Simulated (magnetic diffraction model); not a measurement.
## Which magnetic order? Mn₂Al₄Mo

Space group Immm (no. 71), a = 3.6240 Å, b = 3.6710 Å, c = 15.0180 Å.

| site | atom | x | y | z |
| --- | --- | --- | --- | --- |
| 2b | Mo | 1/2 | 0 | 0 |
| 4i | Mn | 0 | 0 | 0.8125 |
| 4j | Al | 1/2 | 0 | 0.5745 |
| 4i | Al | 0 | 0 | 0.6496 |

The compound is invented for this exercise: a known structure type with other elements, its cell scaled to their sizes and not relaxed.

Only Mn is taken to order (form factors of Mn2+); orders and moment sizes are assumed, and not adapted to the symmetry. Radiation: neutrons of λ = 1.8 Å, 2° to 65°; isotropic B of 0.2 Å² (Mo), 0.3 Å² (Mn) and 0.34 Å² (Al). The intensities are simulated: I ∝ L Σ (|F_N|² + |F_M⊥|²) for unpolarised neutrons, with F_M = 2.695 fm/μB × Σ f(s) S exp(2πi Q·r) exp(−B s²) at Q = H ± k (one set where k and −k are equivalent), only the part normal to Q counting and L = 1/(sin²θ cos θ). For a modulated order the moment at position r is S exp(−2πi k·r) + c.c., with S = m/2 for a sine wave of amplitude m and S = m(u + iv)/2 for moments turning in a plane, u and v being orthogonal unit vectors in it; the phase factor of the sum at Q = H + k is then exp(2πi H·r). Form factors are spin-only for 3d ions and dipole or tabulated for f ions, scattering lengths are Sears's of 1992, and absorption is left out. A label names one of the reflections at its angle. The strongest nuclear line in the range is 100, and lines under 0.2 are left out.

Above the ordering temperature:

```tsv
2θ (°)	index	I
13.77	(0 0 2)	100.0
29.24	(0 1 1)	9.4
29.60	(1 0 1)	12.9
35.40	(0 1 3)	59.1
35.71	(1 0 3)	9.9
40.85	(1 1 0)	25.3
43.30	(1 1 2)	13.2
45.55	(0 1 5)	2.3
45.81	(1 0 5)	34.3
50.09	(1 1 4)	18.6
57.30	(0 0 8)	4.1
58.14	(0 1 7)	6.6
58.35	(1 0 7)	20.2
58.72	(0 2 0)	5.7
59.56	(2 0 0)	5.6
60.63	(0 2 2)	12.5
61.45	(2 0 2)	12.2
```

Below it (cell unchanged):

| 2θ (°) | I |
| --- | --- |
| 11.23 | 57.7 |
| 13.77 | 100.0 |
| 17.80 | 33.7 |
| 18.64 | 6.3 |
| 27.12 | 20.5 |
| 29.24 | 9.4 |
| 29.60 | 12.9 |
| 31.41 | 3.1 |
| 33.44 | 8.5 |
| 35.40 | 59.1 |
| 35.71 | 9.9 |
| 36.32 | 7.6 |
| 37.25 | 13.8 |
| 39.18 | 8.1 |
| 40.85 | 25.3 |
| 41.14 | 0.7 |
| 43.30 | 13.2 |
| 43.76 | 3.5 |
| 45.55 | 2.3 |
| 45.81 | 34.3 |
| 45.92 | 3.2 |
| 47.01 | 1.4 |
| 47.07 | 7.6 |
| 49.22 | 1.3 |
| 50.09 | 18.6 |
| 50.20 | 2.2 |
| 52.31 | 2.1 |
| 52.93 | 0.5 |
| 54.50 | 2.0 |
| 54.84 | 2.6 |
| 56.33 | 0.4 |
| 57.30 | 4.1 |
| 58.14 | 6.6 |
| 58.35 | 20.2 |
| 58.59 | 2.4 |
| 58.72 | 5.7 |
(The table stops after 36 lines; 9 more lie at higher angle.)

**Question.** Find the propagation vector, then choose among these models:
A. moments turning in the plane of [001] and [100], 3.33 μB on Mn; signs + at (0, 0, 0.8125), + at (1/2, 1/2, 0.6875)
B. moments turning in the plane of [010] and [001], 3.33 μB on Mn; signs + at (0, 0, 0.8125), + at (1/2, 1/2, 0.6875)
C. a sine wave with moments along [100] (amplitudes given), 3.33 μB on Mn; signs + at (0, 0, 0.8125), + at (1/2, 1/2, 0.6875)
D. moments turning in the plane of [100] and [010], 3.33 μB on Mn; signs + at (0, 0, 0.8125), + at (1/2, 1/2, 0.6875)

The new lines index as (0.394 0 0) at 11.23°, (0.394 0 2) at 17.80°, (0.606 0 1) at 18.64° and (0.606 0 3) at 27.12°, that is as H ± k with k = (0.394 0 0). Satellites come in pairs about each point of the reciprocal lattice.

Magnetic intensity, observed (below minus above) and for each model:

| 2θ (°) | index | observed | A | B | C | D |
| --- | --- | --- | --- | --- | --- | --- |
| 11.23 | (0.394 0 0) | 57.7 | 57.7 | 115.5 | <0.2 | 57.7 |
| 17.80 | (0.394 0 2) | 33.7 | 21.1 | 29.5 | 12.6 | 33.7 |
| 18.64 | (0.606 0 1) | 6.3 | 5.5 | 10.3 | 0.8 | 6.3 |
| 27.12 | (0.606 0 3) | 20.5 | 12.9 | 18.2 | 7.6 | 20.5 |
| 33.44 | (0.606 1 0) | 8.5 | 14.7 | 10.8 | 6.2 | 8.5 |
| 36.32 | (0.606 1 2) | 7.6 | 10.8 | 8.2 | 5.1 | 7.6 |
| 37.25 | (0.394 1 3) | 13.8 | 16.7 | 11.5 | 9.5 | 13.8 |
| 39.18 | (0.606 0 5) | 8.1 | 4.5 | 5.4 | 3.6 | 8.1 |

Model D matches.

The structure used: k = (0.394 0 0), moments turning in the plane of [100] and [010], 3.33 μB on Mn; signs + at (0, 0, 0.8125), + at (1/2, 1/2, 0.6875).

[Logs are printed without paths, hosts, clocks, repeated set-up lines and the standing remarks that a program may print on its own settings, such as how far it seeks lower states.]
